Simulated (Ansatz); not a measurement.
## PtSe2 (model cell, started as rutile): relaxing the cell for a phonon run

Wanted: the relaxed cell of PtSe2 (model cell, started as rutile).

Method: DFT LDA, scalar-relativistic, plane waves, PAW, in Ansatz 0.2.0.

Most raw output is cut from this account.

The structure was built from a prototype and need not be the compound's stable phase.

### Step 1. The starting structure

The structure is tetragonal, space group P4_2/mnm (No. 136). Conventional cell: a = 6.070 Å, b = 6.070 Å, c = 3.915 Å, α = 90.00°, β = 90.00°, γ = 90.00°. Nearest to Pt lie 6 Se at 2.58 to 2.62 Å. Se has 3 Pt at 2.58 to 2.62 Å nearest. Farther neighbours and most contacts between anions are not listed.

Structure file:

```cif
data_structure
_symmetry_space_group_name_H-M 'P 1'
_symmetry_Int_Tables_number 1
_cell_length_a 6.0697
_cell_length_b 6.0697
_cell_length_c 3.9149
_cell_angle_alpha 90.000
_cell_angle_beta 90.000
_cell_angle_gamma 90.000
_cell_volume 144.23
loop_
_atom_site_label
_atom_site_type_symbol
_atom_site_fract_x
_atom_site_fract_y
_atom_site_fract_z
_atom_site_occupancy
Pt1 Pt 0.00000 0.00000 0.00000 1
Pt2 Pt 0.50000 0.50000 0.50000 1
Se3 Se 0.30500 0.30500 0.00000 1
Se4 Se 0.69500 0.69500 0.00000 1
Se5 Se 0.80500 0.19500 0.50000 1
Se6 Se 0.19500 0.80500 0.50000 1
```

### Step 2. A coarse first look

First a cheap look: the gap decides the mesh and the occupations, the pressure tells how far the cell has to move.

File input.yaml:

```yaml
crystal:
  lattice:
    - [6.06965, 0.0, 0.0]
    - [0.0, 6.06965, 0.0]
    - [0.0, 0.0, 3.91492]
  atoms:
    - { symbol: Pt, position: [0.0, 0.0, 0.0] }
    - { symbol: Pt, position: [0.5, 0.5, 0.5] }
    - { symbol: Se, position: [0.305, 0.305, 0.0] }
    - { symbol: Se, position: [0.695, 0.695, 0.0] }
    - { symbol: Se, position: [0.805, 0.195, 0.5] }
    - { symbol: Se, position: [0.195, 0.805, 0.5] }
kpoints:
  mp_grid: { grid: [4, 4, 6] }
hamiltonian:
  xc: lda
scf:
  occupations: { method: gaussian, width: 0.1 }
output:
  forces: true
  stress: true
  eigenvalues: true
```

Command:

```bash
$ ansatz run input.yaml --threads 8 --pin off --max-ram 14336MiB --backend cpu --events-out ev --progress --plain --runs-dir out
```

Wall time 3.5 s (8 threads of Arm Neoverse N1, shared host); peak memory 0.7 GiB.

Numbers from this step:

```yaml
pressure: -10.68 GPa
volume_per_atom: 24.04 Å³
gap_on_the_k_mesh: 0 eV
```

The coarse mesh shows no gap and a pressure of -10.7 GPa.

### Step 3. Rough relaxation

A rough relaxation comes first, because large forces or stress need no tight tolerances yet.

Edit input.yaml of step 2 so:

```diff
@@ -22 +22,6 @@
   eigenvalues: true
+relax:
+  adjacent_minimum: "off"
+  f_tol: 0.05
+  max_steps: 80
+  cell: { stress_tol: 0.5 }
```

It took 17 s on 8 threads; peak memory 0.75 GiB; 2 min of CPU time.

The steps of the relaxation:

```tsv
step	energy less that of the first step (eV)	largest force component (eV/Å)	pressure (GPa)	volume (Å³)
1	0.0000	0.3192	-10.68	144.23
2	-0.6656	0.1563	1.02	126.95
3	-0.7337	0.2186	-0.31	126.92
4	-0.7496	0.0441	0.02	126.30
5*	-0.7463	0.0441	0.02	126.30
```

Relaxation steps marked * repeat the geometry before them on a plane-wave basis chosen anew for their cell, so energy and pressure can jump there.

Forces are held to the 16 operations that the run works with; a distortion that breaks them can't arise in this run.

```tsv
conventional cell, symmetrised	before	after	change
a (Å)	6.070	5.656	-6.8 %
b (Å)	6.070	5.656	-6.8 %
c (Å)	3.915	3.948	+0.8 %
volume (Å³/atom)	24.04	21.05	-12.4 %
```

The atoms that moved most (Å, as changes of fractional coordinates times the final cell):

```tsv
atom	dx	dy	dz	length
Se4	-0.029	-0.029	0.000	0.040
Se5	0.029	-0.029	0.000	0.040
Se6	-0.029	0.029	0.000	0.040
Se3	0.029	0.029	0.000	0.040
```

Final coordinates:

```xyz
6
Lattice="5.6558 0.0000 0.0000 0.0000 5.6558 0.0000 0.0000 0.0000 3.9481" Properties=species:S:1:pos:R:3 pbc="T T T"
Pt    0.0000    0.0000    0.0000
Pt    2.8279    2.8279    1.9741
Se    1.7536    1.7536    0.0000
Se    3.9022    3.9022    0.0000
Se    4.5815    1.0743    1.9741
Se    1.0743    4.5815    1.9741
```

This step gave:

```
pressure        : 0.01856 GPa
volume per atom : 21.05 Å³
```

In this step the volume went from 24.04 to 21.05 Å³/atom.

### Step 4. Relaxation

The cell and atoms are relaxed, since residual forces and stress would shift the frequencies.

File input.yaml:

```yaml
crystal:
  lattice:
    - [5.6558495132, 0.0, 0.0]
    - [0.0, 5.6558495132, 0.0]
    - [0.0, 0.0, 3.9481461588]
  atoms:
    - { symbol: Pt, position: [0.0, 0.0, 0.0] }
    - { symbol: Pt, position: [0.5, 0.5, 0.5] }
    - { symbol: Se, position: [0.3100532682, 0.3100532682, 0.0] }
    - { symbol: Se, position: [0.6899467318, 0.6899467318, 0.0] }
    - { symbol: Se, position: [0.8100532682, 0.1899467318, 0.5] }
    - { symbol: Se, position: [0.1899467318, 0.8100532682, 0.5] }
kpoints:
  mp_grid: { grid: [6, 6, 10] }
hamiltonian:
  xc: lda
scf:
  occupations: { method: gaussian, width: 0.1 }
output:
  forces: true
  stress: true
  eigenvalues: true
  write_density: true
  write_potential: true
  elf: true
  volumetric_format: npy
relax:
  adjacent_minimum: "off"
  f_tol: 0.005
  max_steps: 80
  cell: { stress_tol: 0.05 }
```

The job ended after 36 s (8 threads; peak memory 0.83 GiB).

Step by step:

```tsv
step	energy less that of the first step (eV)	largest force component (eV/Å)	pressure (GPa)	volume (Å³)
1	0.0000	0.0493	-0.23	126.30
2	-0.0022	0.0178	0.10	125.76
3	-0.0023	0.0074	-0.09	125.90
4	-0.0023	0.0002	0.00	125.82
5*	-0.0022	0.0002	0.00	125.82
```

Relaxation steps marked * repeat the geometry before them on a plane-wave basis chosen anew for their cell, so energy and pressure can jump there.

The run keeps the 16 symmetry operations that it works with, so distortions that break them were not tested.

```tsv
conventional cell, symmetrised	before	after	change
a (Å)	5.656	5.635	-0.4 %
b (Å)	5.656	5.635	-0.4 %
c (Å)	3.948	3.962	+0.3 %
volume (Å³/atom)	21.05	20.97	-0.4 %
```

Numbers from this step:

* pressure: 0.001911 GPa
* volume per atom: 20.97 Å³

Valence density in the ab plane at fractional z = 0.000, with atoms of Pt and Se within 0.2 Å of it. It is the smooth field of the valence electrons, not physical close to the nuclei.

Ten steps, logarithmic in the rise over the least value, from '_' (0 e/Å³) to '@' (34 e/Å³), each cell a mean:
```
##**==..________________..::++**
++==::..____________......::--++
--::..__________..::----::::::::
..______________..--**##++::....
________________..==%%@@##--..__
________________..==##%%**--..__
________________..::====--::____
________......____..........____
____....::--::..________________
____..--**##==::..______________
____::++%%@@##--..______________
__..::==%%%%**::..______________
....::::==++--..____________....
==--::::::::....__________..::==
**++--....________________::==**
##**==..________________..--++##
```
Columns run along a (5.6 Å), rows up along b (5.6 Å). Atoms in or near the plane, at fractional coordinates: Pt at (0.00, 0.00), Se at (0.31, 0.31), Se at (0.69, 0.69).

Electrostatic potential energy in the ab plane at fractional z = 0.000, with atoms of Pt and Se within 0.2 Å of it. With pseudopotentials it is smooth inside the atoms' cores, unlike the true potential.

Ten even steps from '_' (-50 eV) to '@' (17 eV), each cell a mean:
```
____==%%@@@@@@@@@@@@@@@@@@##::__
..--##@@@@@@@@@@@@@@%%%%%%%%++::
**##%%@@@@@@@@@@@@##******##%%##
@@@@@@@@@@@@@@@@%%****##****%%@@
@@@@@@@@@@@@@@@@##**##%%##**%%@@
@@@@@@@@@@@@@@@@##**####****%%@@
@@@@@@@@@@@@@@@@%%********##@@@@
@@@@@@@@%%%%%%@@@@%%####%%@@@@@@
@@@@@@##****##%%@@@@@@@@@@@@@@@@
@@@@%%****##**##%%@@@@@@@@@@@@@@
@@@@##**%%%%##**%%@@@@@@@@@@@@@@
@@@@##**##%%****%%@@@@@@@@@@@@@@
%%%%%%********##@@@@@@@@@@@@@@%%
--++##%%####%%@@@@@@@@@@@@%%##==
__..++%%@@@@@@@@@@@@@@@@@@##--__
____--%%@@@@@@@@@@@@@@@@@@**..__
```
Columns run along a (5.6 Å; values clipped at the 3rd and 97th percentile), rows up along b (5.6 Å). Atoms in or near the plane, at fractional coordinates: Pt at (0.00, 0.00), Se at (0.31, 0.31), Se at (0.69, 0.69).

ELF in the ab plane at fractional z = 0.000, with atoms of Pt and Se within 0.2 Å of it. It is the smooth field of the valence electrons, not physical close to the nuclei.

Ten even steps from '_' (0.03) to '@' (0.85), each cell a mean:
```
####++--::______..--==------++##
##**==--..____..**%%%%##++----++
====--::..____==%%@@@@%%%%**----
::::::..____..++@@@@##++##%%++--
....________..++%%%%==..++%%##--
______________--**##====##@@%%==
____..::--::....--**##%%@@@@%%--
__::++%%%%**--::..--**%%@@%%**..
__++@@@@@@%%**==::..--++++==..__
..**@@@@%%++##**--..__....______
..**@@%%--..++%%**::____________
::==%%%%==--%%@@%%--______....::
----**%%%%%%@@@@%%::____..::----
++----**%%@@@@@@++..____::--==++
##**----==****++::____..::==**##
####++--::....________..::==####
```
Columns run along a (5.6 Å), rows up along b (5.6 Å). Atoms in or near the plane, at fractional coordinates: Pt at (0.00, 0.00), Se at (0.31, 0.31), Se at (0.69, 0.69).

In this step the volume went from 21.05 to 20.97 Å³/atom.

### Step 5. Relaxing to small forces for the phonons

Phonons need a cell at rest on their own settings, so the relaxation is repeated with tight tolerances on forces and stress, using the mesh and the filling of the phonon run that follows.

File input.yaml:

```yaml
crystal:
  lattice:
    - [5.6354221486, 0.0, 0.0]
    - [0.0, 5.6354221486, 0.0]
    - [0.0, 0.0, 3.9617662457]
  atoms:
    - { symbol: Pt, position: [0.0, 0.0, 0.0] }
    - { symbol: Pt, position: [0.5, 0.5, 0.5] }
    - { symbol: Se, position: [0.309696088, 0.309696088, 0.0] }
    - { symbol: Se, position: [0.690303912, 0.690303912, 0.0] }
    - { symbol: Se, position: [0.809696088, 0.190303912, 0.5] }
    - { symbol: Se, position: [0.190303912, 0.809696088, 0.5] }
kpoints:
  mp_grid: { grid: [6, 6, 12] }
hamiltonian:
  xc: lda
scf:
  occupations: { method: methfessel_paxton, width: 0.2 }
output:
  forces: true
  stress: true
  eigenvalues: true
relax:
  adjacent_minimum: "off"
  f_tol: 0.001
  max_steps: 60
  cell: { stress_tol: 0.01 }
```

Run time: 27 s. Hardware: 8 threads; peak memory 0.86 GiB; 3.5 min of CPU time.

Little changed from the start: no atom moved by 0.005 Å and no cell edge by 0.1 %.

This step gave:

| Property | Result |
| --- | --- |
| pressure | 7.17e-4 GPa |

The largest force component left is 0.60 meV/Å and the pressure is 0.001 GPa, within the tolerances set. The cell now holds 20.97 Å³/atom.

### Step 6. Outcome

| Property | Result |
| --- | --- |
| space group after relaxation (within 0.01 Å) | P4_2/mnm |
| lattice constant a | 5.634 Å |
| lattice constant b | 5.634 Å |
| lattice constant c | 3.963 Å |
| volume per atom | 21.0 Å³ |

The largest force component left is 0.60 meV/Å and the pressure is 0.001 GPa, within the tolerances set. The cell now holds 20.97 Å³/atom. The relaxation keeps the symmetry of its start, so it says nothing on stability against lower symmetry. Spin-orbit coupling is left out, which can matter for the heavy elements here. The starting cell was built on a prototype and not taken from a measurement, so the phase need not exist.

[Logs are printed without paths, hosts, clocks, repeated set-up lines and the standing remarks that a program may print on its own settings, such as how far it seeks lower states.]

[Hosts, paths, dates, database ids (printed as entryN), source tags and the programs' standing remarks are cut or masked in the printed files.]
